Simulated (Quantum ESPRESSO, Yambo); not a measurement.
Four G0W0 runs on SiO2 (Quartz).

Symmetry: P3_121, No. 152, trigonal system. The conventional cell has a = 4.916 Å, b = 4.916 Å, c = 5.409 Å, α = 90.00°, β = 90.00°, γ = 120.00°. Si has 4 O at 1.61 Å nearest. Nearest to O lie 2 Si at 1.61 Å. Farther neighbours and most contacts between anions are not listed.

```xyz
9
Lattice="4.9158 0.0000 0.0000 -2.4579 4.2572 0.0000 0.0000 0.0000 5.4091" Properties=species:S:1:pos:R:3 pbc="T T T"
Si    2.6068    0.0000    1.8030
Si   -1.3034    2.2576    3.6061
Si    1.1545    1.9996    0.0000
O    -0.2994    1.7633    4.7654
O     1.0805    3.1163    1.1594
O    -0.7811    3.6348    2.9624
O     1.6768    0.6224    0.6437
O     2.1585    2.4939    4.2497
O     3.5384    1.1409    2.4467
```

The cell and positions come from the Crystallography Open Database and are kept as given unless a step says otherwise.

Program: Yambo 5.3.0; LDA start, 3×3×2 mesh, Godby-Needs plasmon pole.

```
bands  screening cutoff (eV)  gap on the mesh (eV)
  143                  122.5                 8.731
  496                  122.5                 8.881
  143                  204.1                 8.748
```

Question: If the two steps added up, what gap would 496 bands at 204.1 eV give? Do they add up?

From the first row, the second adds +0.150 eV and the third +0.017 eV, so the sum predicts 8.731 +0.150 +0.017 = 8.898 eV. The run gave 8.953 eV, +0.055 eV from that. They don't add up: at the higher cutoff the same bands are worth +0.205 eV. High empty states act through short-wavelength screening, so a band sum at a low cutoff levels off early.

Limits: not at the basis limit; coarse k mesh.

[Paths, hosts, dates, memory and timing lines, banners, echoed tables and standing remarks are left out of the program output.]

[Logs are printed without paths, hosts, clocks, repeated set-up lines and the standing remarks that a program may print on its own settings, such as how far it seeks lower states.]

[Runs of the session that timed out or met a known fault of the program may be left out.]

[Hosts, paths, dates, database ids (printed as entryN), source tags and the programs' standing remarks are cut or masked in the printed files.]
